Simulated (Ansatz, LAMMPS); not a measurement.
# Structural relaxation of amorphous 93SiO2-7B2O3 (mol %) (88 atoms), part 4 of 4

How does amorphous 93SiO2-7B2O3 (mol %) (88 atoms) relax, and what do bonds, charges and levels look like afterwards?

Ansatz 0.2.0; Kohn-Sham DFT, PBE, PAW (set soft_2), plane waves.

The cell: 26 Si, 4 B and 58 O. The quench rate of 100 K/ps is many orders above laboratory rates. The starting topology of bonds comes from the classical model. Only the Γ point is sampled in the main run, in a cell whose shortest periodic width is 11 Å.

So far. Step 4 (Cell and atoms relaxed): The relaxation changed the energy by -38.4 meV/atom, and atoms moved by 0.31 Å r.m.s., 1.0 Å at most. Step 7 (K-mesh 2×2×2): Forces differ from those of the single point at the relaxed geometry by 3.0 meV/Å r.m.s.; the energy by -0.39 meV/atom. It took 74 s and 8 cycles; the reference's time can't be set against it, since the two runs asked for unlike analyses.

## 8. Functional HSE06

HSE06 mixes in a quarter of exact exchange at short range, which counters self-interaction, at a higher cost.

This step: Kohn-Sham DFT, HSE06, PAW (set soft_2), plane waves (Ansatz 0.2.0).

input.yaml

```yaml
crystal:
  lattice:
    - [11.11789, -0.15122, -0.29577]
    - [-0.15122, 10.94503, 0.01089]
    - [-0.29577, 0.01089, 10.68299]
  atoms:
    [... the 88 atom lines of step 6 ...]
kpoints:
  mp_grid: { grid: [1, 1, 1] }
hamiltonian:
  xc: hse06
scf:
  occupations: { method: fermi_dirac, width: 0.025 }
output:
  forces: true
  stress: true
  populations: true
  dos:
    method: { smearing: { sigma: 0.08 } }
    de: 0.05
    projected: { site_lists: { B: [B], O: [O], Si: [Si] } }
  eigenvalues: true
```

On the command line:

```bash
$ ansatz run input.yaml --threads 4 --pin off --max-ram 8192MiB --backend cpu --events-out ev --progress --plain --runs-dir out
```

Numbers of over 12 decimals in the logs are rounded to 6 here.

Log:

```text
Warning: output.stress: scf.convergence.dr2_threshold = 1e-7 eV (the SCF's general default) is looser than the 1.6e-9 eV advised for a printed stress (1e-10 eV for each atom of the cell: 88, of which 16 are counted). What an SCF threshold leaves in a stress goes as its square root, and in the free energy as the threshold itself, and one threshold admits the most on a small cell: [...]
Warning: output.stress: scf.exx.energy_threshold = 1e-6 eV is looser than the 1.6e-7 eV advised for a stress under a hybrid functional (1e-8 eV for each atom of the cell: 88, of which 16 are counted). Every SCF of the exchange loop can meet its threshold on dr2 while the loop round them stops early: [...]
exact exchange: scf.exx.singularity resolves to wigner_seitz, which cuts the screened interaction at the faces of the exchange supercell's Wigner-Seitz cell, so that each pair interacts once, at the shortest of its separations (the periodic images that this leaves out come, [...]
[...]
Crystal: 88 atoms, lattice volume = 1298.764 Å³
Basis set: ecut = 420 eV, 25407 PW (Γ), exchange–correlation on 150×150×144 points (8 copies of the dense FFT grid, shifted against one another)
Bands: 320, of which v1, the nominal top of the filled ones, is band 232 counted from 1 (231 counted from 0)
Symmetry: 1 space group operations
[...]
k-points: 1
[...]
SCF iter   1: F=—  HF=-50155.681032 eV  |F-HF|=—  |Δ(HF+E_count)|=         —  Δρ=2.19e-3  dr2=8.24e-2  ethr=1.77e-3  ⟨swp⟩=16.0  Hψ=1922  notcnv=0
[...]
SCF iter   4: F=-50155.700232 eV  HF=-50155.700958 eV  |F-HF|=7.27e-4  |Δ(HF+E_count)|=   1.57e-3  Δρ=4.02e-4  dr2=1.70e-3  ethr=1.03e-6  ⟨swp⟩=6.0  Hψ=670  notcnv=0  defer=5
SCF 1 stopped early in 4 iterations: F = -50155.700232 eV  dr2 = 1.70e-3
[...]
Exchange kernel: α = 0.2500, screened, ω = 0.2079 Å⁻¹, Wigner–Seitz truncation, v(0) = 944.8365 eV·Å³, q-mesh 1×1×1, nearest image of the exchange supercell L = 10.69 Å, pair-density grid 54×54×54, without the augmentation charges, whose exchange is taken in its separable form (sized by the pseudopotential files, [...]
Frozen-core exchange: fock
SCF iter   1: F=—  HF=-50163.324345 eV  |F-HF|=—  |Δ(HF+E_count)|=         —  Δρ=6.66e-3  dr2=4.80e-1  ethr=3.67e-6  ⟨swp⟩=14.0  Hψ=1725  notcnv=0
[...]
SCF iter   7: F=-50163.302090 eV  HF=-50163.302097 eV  |F-HF|=7.22e-6  |Δ(HF+E_count)|=   2.31e-4  Δρ=4.43e-5  dr2=4.25e-5  ethr=2.92e-9  ⟨swp⟩=7.0  Hψ=1468  notcnv=0
SCF 2 stopped early in 7 iterations: F = -50163.302090 eV  dr2 = 4.25e-5
  Residual-converged pass: ⟨swp⟩=4.0  Hψ=780  notcnv=0  max |occ|·‖R‖ = 6.2e-6 eV (tolerance 6.7e-6 eV)  dr2=4.25e-5  dr2_onsite=1.53e-6  max |Δocc| = 0.0e0
[...]
hybrid outer 1: dexx = +1.720e-1 eV, tail = 1.86e-4 eV
[...]
Frozen-core exchange: fock
SCF iter   1: F=—  HF=-50163.300181 eV  |F-HF|=—  |Δ(HF+E_count)|=         —  Δρ=4.24e-5  dr2=1.56e-5  ethr=2.01e-7  ⟨swp⟩=20.0  Hψ=1027  notcnv=1
[...]
SCF iter   5: F=-50163.300179 eV  HF=-50163.300179 eV  |F-HF|=1.25e-9  |Δ(HF+E_count)|=   9.30e-9  Δρ=4.48e-7  dr2=3.30e-9  ethr=6.71e-12  ⟨swp⟩=6.0  Hψ=713  notcnv=0  defer=4
SCF 3 converged in 5 iterations: F = -50163.300179 eV  dr2 = 3.30e-9
[...]
hybrid outer 2: dexx = +1.950e-6 eV, tail = 3.13e-8 eV, Δε = 1.40e-3 eV (about 1.99e-5 eV left of the loop's levels), ΔF = 6.71e-3 eV/Å (tail 4.64e-4)
hybrid SCF converged: 2 outer / 12 inner (+4 warm-up), last move |dexx| = 1.95e-6 eV, tail = 3.13e-8 eV
Stability not checked: this state was not tested for a lower state beside it, because the functional holds exact exchange (a hybrid, or Hartree-Fock), whose exchange loop this test does not read (fock_operator; see scf.lower_state_search)
Free energy (F): -50163.300179 eV
Frozen-core exchange: fock
[...]
Internal energy: -50163.300179 eV  (E = F + TS)
E sigma→0 (E₀):  -50163.300179 eV
Fermi energy:    3.474779 eV
[...]
Σ components = -50163.300179   (vs F -50163.300179, Δ=-7.28e-12)
--- Forces (eV/Å), atoms counted from 1 ---
  atom   1  Si    -0.01077203    -0.00395061    -0.02258367
  atom   2  Si    -0.02569035    -0.00527613     0.04770007
  atom   3  Si    -0.00609406    -0.03088608     0.14979690
  atom   4  Si    -0.00954339     0.02151661     0.03226746
[...]
atom  88  O     -0.44733771     0.04396216    -0.02748995
  max |Σ_I F_I| component: 8.02e-5 eV/Å
--- Stress (GPa, compression-positive) ---
       -4.536159      -0.051522      -0.190731
       -0.051519      -4.615195       0.003508
       -0.190731       0.003507      -4.412741
  P = ⅓ Tr σ = -4.5214 GPa (-45.214 kbar)
--- Band table (eV) ---
[...]
--- Löwdin populations: 88 sites ---
  site symbol       q [e]
     0     Si      2.1335
     1     Si      2.1549
     2     Si      2.1567
[...]
87      O      6.8178
  spilling = 0.013500 (of n_electrons = 464.000000)
```

Wall time 2.3 min (4 threads of Intel Xeon Platinum 8375C at 2.90GHz (Ice Lake), shared host); peak memory 3.7 GiB; 8.6 min of CPU time.

The program notes that the exchange threshold is loose for the stress and the SCF threshold is loose for the stress.

Geometry and reference: those of the single point at the relaxed geometry.

Forces differ from those of the single point at the relaxed geometry by 192 meV/Å r.m.s.; the pressure by -4.5 GPa and the gap by +1.7 eV. It took 2.3 min and 16 cycles; the reference's time can't be set against it, since the two runs asked for unlike analyses.

The run gave:

```
free energy                                      : -50163.3002 eV
free energy per atom                             : -570.0375 eV/atom
SCF cycles                                       : 16
pressure                                         : -4.521 GPa
r.m.s. force component                           : 0.1922 eV/Å
longest force                                    : 0.977 eV/Å
Fermi energy                                     : 3.475 eV
gap (highest filled to lowest empty level) : 6.207 eV
spilling of the projection                       : 0.0135
```

Length of the force by element and coordination:

```tsv
element	coordination	atoms	mean length of the force (eV/Å)	spread	least	most
B	all	4	0.0572	0.0119	0.0402	0.0737
O	all	58	0.382	0.139	0.0847	0.977
O	1	1	0.977	0	0.977	0.977
O	2	57	0.371	0.115	0.0847	0.661
Si	all	26	0.0704	0.046	0.0204	0.248
Si	3	1	0.248	0	0.248	0.248
Si	4	25	0.0633	0.0299	0.0204	0.153
```

Löwdin charges by element and coordination (they lack the spilled electrons, 0.071 e an atom on average):

```tsv
element	coordination	atoms	mean charge (e)	spread	least	most
B	all	4	0.720	0.0245	0.679	0.741
O	all	58	-0.772	0.0794	-0.829	-0.607
O	1	1	-0.816	0	-0.816	-0.816
O	2	57	-0.771	0.0799	-0.829	-0.607
Si	all	26	1.85	0.0231	1.76	1.88
Si	3	1	1.76	0	1.76	1.76
Si	4	25	1.86	0.0127	1.82	1.88
```

Density of states as counts of states in windows of 1 eV (from the Fermi level), total and the larger projections:

```tsv
from (eV)	to (eV)	total	O p	Si p
-18	-14	0.0	0.0	0.0
-14	-13	9.0	6.0	0.2
-13	-12	13.7	9.3	0.6
-12	-11	17.5	12.4	1.4
-11	-10	18.4	13.4	2.3
-10	-9	45.9	35.3	8.4
-9	-8	12.6	9.9	1.8
-8	-7	29.5	23.9	2.6
-7	-6	58.7	52.7	2.8
-6	-5	73.0	68.5	1.9
-5	-4	61.1	59.1	0.6
-4	-3	8.6	8.1	0.3
-3	2	0.0	0.0	0.0
2	3	0.2	0.0	0.0
3	4	1.9	0.1	0.1
4	5	7.0	0.9	2.4
```

Between -25 and -18 eV lie 116 more states.

The levels nearest the highest filled one (over half full), pooled over k-points and spins:

```tsv
level less the highest filled one (eV)	occupation
-0.956	2
-0.896	2
-0.822	2
-0.730	2
-0.135	2
0	2
6.21	0
7.24	0
7.79	0
8.04	0
8.14	0
8.21	0
```

## 9. Functional r2SCAN (500 eV)

The meta-GGA r2SCAN uses the kinetic energy density as well as the density and its gradient. Besides, the cutoff goes from 420 to 500 eV.

This step: Kohn-Sham DFT, r2SCAN, PAW (set soft_2), plane waves (Ansatz 0.2.0).

input.yaml, as its differences from that of step 8:

```diff
@@ -10,3 +10,3 @@
 hamiltonian:
-  xc: hse06
+  xc: r2scan
 scf:
```

Log:

```text
[...]
Crystal: 88 atoms, lattice volume = 1298.764 Å³
Basis set: ecut = 500 eV, 32971 PW (Γ), exchange–correlation on 360×320×320 points (64 copies of the dense FFT grid, shifted against one another)
Bands: 320, of which v1, the nominal top of the filled ones, is band 232 counted from 1 (231 counted from 0)
Symmetry: 1 space group operations
[...]
k-points: 1
[...]
SCF iter   1: F=—  HF=-50318.518960 eV  |F-HF|=—  |Δ(HF+E_count)|=         —  Δρ=7.25e-3  dr2=7.38e-1  dr2_τ=7.61e0  ethr=1.77e-3  ⟨swp⟩=7.0  Hψ=1600  notcnv=0  defer=64
[...]
SCF iter   8: F=—  HF=-50320.863123 eV  |F-HF|=—  |Δ(HF+E_count)|=   9.79e-7  Δρ=5.05e-6  dr2=3.04e-7  dr2_τ=2.44e-8  ethr=3.27e-10  ⟨swp⟩=2.0  Hψ=471  notcnv=0  defer=81
SCF iter   9: F=-50320.863123 eV  HF=-50320.863123 eV  |F-HF|=1.67e-9  |Δ(HF+E_count)|=   7.38e-9  Δρ=1.20e-6  dr2=1.75e-8  dr2_τ=1.32e-9  ethr=2.16e-11  ⟨swp⟩=15.0  Hψ=1979  notcnv=0
SCF 1 converged in 9 iterations: F = -50320.863123 eV  dr2 = 1.75e-8
[...]
SCF converged after 9 iterations
Free energy (F): -50320.863123 eV
[...]
Internal energy: -50320.863123 eV  (E = F + TS)
E sigma→0 (E₀):  -50320.863123 eV
Fermi energy:    3.763871 eV
[...]
Σ components = -50320.863123   (vs F -50320.863123, Δ=0.00e0)
--- Forces (eV/Å), atoms counted from 1 ---
  atom   1  Si     0.00659154    -0.00160072    -0.00821595
  atom   2  Si    -0.01873564     0.00681566     0.02680615
  atom   3  Si    -0.00389588    -0.05131218     0.15539766
  atom   4  Si    -0.00863653     0.02036692     0.02666096
[...]
atom  88  O     -0.36797853     0.02737258    -0.02426150
  max |Σ_I F_I| component: 3.80e-5 eV/Å
--- Stress (GPa, compression-positive) ---
       -4.385837      -0.023673      -0.114873
       -0.023671      -4.462088       0.026804
       -0.114874       0.026803      -4.307222
  P = ⅓ Tr σ = -4.3850 GPa (-43.850 kbar)
--- Band table (eV) ---
[...]
--- Löwdin populations: 88 sites ---
  site symbol       q [e]
     0     Si      2.1286
     1     Si      2.1510
     2     Si      2.1513
[...]
87      O      6.8224
  spilling = 0.013278 (of n_electrons = 464.000000)
```

Run time: 34 s. Hardware: 4 threads; peak memory 3.4 GiB; 2.2 min of CPU time.

Geometry and reference: those of the single point at the relaxed geometry.

Forces differ from those of the single point at the relaxed geometry by 158 meV/Å r.m.s.; the pressure by -4.4 GPa and the gap by +0.62 eV. It took 34 s and 9 cycles; the reference's time can't be set against it, since the two runs asked for unlike analyses.

## 10. Functional PBEsol

PBEsol restores the gradient expansion of exchange for slowly varying densities and usually gives shorter bonds in solids than PBE.

This step: Kohn-Sham DFT, PBEsol, PAW (set soft_2), plane waves (Ansatz 0.2.0).

input.yaml, as its differences from that of step 9:

```diff
@@ -10,3 +10,3 @@
 hamiltonian:
-  xc: r2scan
+  xc: pbesol
 scf:
```

Log:

```text
[...]
Crystal: 88 atoms, lattice volume = 1298.764 Å³
Basis set: ecut = 420 eV, 25407 PW (Γ), exchange–correlation on 150×150×144 points (8 copies of the dense FFT grid, shifted against one another)
Bands: 320, of which v1, the nominal top of the filled ones, is band 232 counted from 1 (231 counted from 0)
Symmetry: 1 space group operations
[...]
k-points: 1
[...]
SCF iter   1: F=—  HF=-49389.255081 eV  |F-HF|=—  |Δ(HF+E_count)|=         —  Δρ=1.12e-2  dr2=1.28e0  ethr=1.77e-3  ⟨swp⟩=7.0  Hψ=1603  notcnv=0  defer=65
[...]
SCF iter   8: F=—  HF=-49388.886909 eV  |F-HF|=—  |Δ(HF+E_count)|=   1.70e-6  Δρ=3.32e-6  dr2=1.29e-7  ethr=3.58e-10  ⟨swp⟩=2.0  Hψ=414  notcnv=0  defer=81
SCF iter   9: F=-49388.886909 eV  HF=-49388.886909 eV  |F-HF|=2.16e-8  |Δ(HF+E_count)|=   1.26e-7  Δρ=1.97e-6  dr2=3.78e-8  ethr=2.16e-11  ⟨swp⟩=15.0  Hψ=2006  notcnv=0
SCF 1 converged in 9 iterations: F = -49388.886909 eV  dr2 = 3.78e-8
[...]
SCF converged after 9 iterations
Free energy (F): -49388.886909 eV
[...]
Internal energy: -49388.886909 eV  (E = F + TS)
E sigma→0 (E₀):  -49388.886909 eV
Fermi energy:    3.734203 eV
[...]
Σ components = -49388.886909   (vs F -49388.886909, Δ=0.00e0)
--- Forces (eV/Å), atoms counted from 1 ---
  atom   1  Si     0.00432837     0.04830567     0.02013437
  atom   2  Si    -0.04003563    -0.01344732    -0.01088631
  atom   3  Si    -0.00589787     0.00416362    -0.03034515
  atom   4  Si     0.02550928    -0.02618947    -0.01029572
[...]
atom  88  O     -0.11998132     0.01909249    -0.02926259
  max |Σ_I F_I| component: 1.00e-5 eV/Å
--- Stress (GPa, compression-positive) ---
       -2.207510      -0.026403      -0.084819
       -0.026402      -2.354985       0.058641
       -0.084819       0.058640      -2.285291
  P = ⅓ Tr σ = -2.2826 GPa (-22.826 kbar)
--- Band table (eV) ---
[...]
--- Löwdin populations: 88 sites ---
  site symbol       q [e]
     0     Si      2.2207
     1     Si      2.2434
     2     Si      2.2459
[...]
87      O      6.7742
  spilling = 0.013475 (of n_electrons = 464.000000)
```

Wall time 9.5 s (4 threads); peak memory 1.5 GiB.

Geometry and reference: those of the single point at the relaxed geometry.

Forces differ from those of the single point at the relaxed geometry by 59 meV/Å r.m.s.; the pressure by -2.3 GPa and the gap by -0.043 eV.

## 11. The ladder side by side

Each row is set against the single point at the relaxed geometry (Kohn-Sham DFT, PBE, PAW (set soft_2), plane waves; r.m.s. force component 0.00417 eV/Å). Energies are set beside the reference only for runs with its functional, potentials and electron count. Times are for 4 threads of Intel Xeon Platinum 8375C at 2.90GHz (Ice Lake), shared host. The reference's time includes grids, which some other runs skip.

```tsv
run	Δ force, r.m.s. (meV/Å)	Δ energy (meV/atom)	Δ pressure (GPa)	Δ gap (eV)	cycles	time	host memory (GiB)
reference	-	-	-	-	8	9.7 s	1.5
k-mesh 2×2×2	2.97	-0.391	0.0029	1.0e-4	8	74 s	6.4
functional HSE06	192	-	-4.52	1.73	16	2.3 min	3.7
functional r2SCAN (500 eV)	158	-	-4.39	0.620	9	34 s	3.4
functional PBEsol	59.1	-	-2.28	-0.0434	9	9.5 s	1.5
```

## 12. Outcome

```yaml
energy_change_in_the_relaxation: -38.41 meV/atom
r_m_s_displacement: 0.307 Å
largest_displacement: 1.046 Å
free_energy_per_atom: -569.9508 eV/atom
pressure: 0.001985 GPa
r_m_s_force_component: 0.00417 eV/Å
spacing_of_highest_filled_and_lowest_empty_level: 4.477 eV
wall_time_of_the_7_dft_runs: 6.6 min
```

Relaxation lowers the energy by 38.4 meV/atom and moves atoms by 0.31 Å r.m.s.; the r.m.s. force component goes from 0.67 to 0.0042 eV/Å. Displacements are taken in the final cell, so they leave out its strain. By the final cutoffs 1 of 116 bonded pairs parted and 0 joined. The cell shrank by 0.5 % in volume. From the first step to the last the energy fell by 3.381 eV, across changes of basis, and the largest move was 1.05 Å (Si14). The O-B bonds change most in mean length: from 1.392 Å (spread 0.004) to 1.375 Å (spread 0.006). By these cutoffs all B atoms have 3, 98 % of O atoms have 2 and 96 % of Si atoms have 4 bonded neighbours. 98 % of the oxygens bridge two formers (Si and B) and 2 % are non-bridging. Between filled and empty levels lie 4.48 eV (at Γ alone); a semilocal functional tends to put such gaps too low. In a disordered cell it changes from sample to sample, and tail or defect levels can set it.

Among the changes of functional, dispersion, potentials or spin set against this reference, functional HSE06 moves the forces most, by 192 meV/Å r.m.s. The gap changes by +1.73 eV with HSE06.

Caveats: The network of bonds at the start is that of the classical potential that made the cell; in DFT 1 of its 116 bonded pairs passed out of the cutoffs and 0 came within them.

[Logs are printed without paths, hosts, clocks, repeated set-up lines and the standing remarks that a program may print on its own settings, such as how far it seeks lower states.]

[Hosts, paths, dates, database ids (printed as entryN), source tags and the programs' standing remarks are cut or masked in the printed files.]
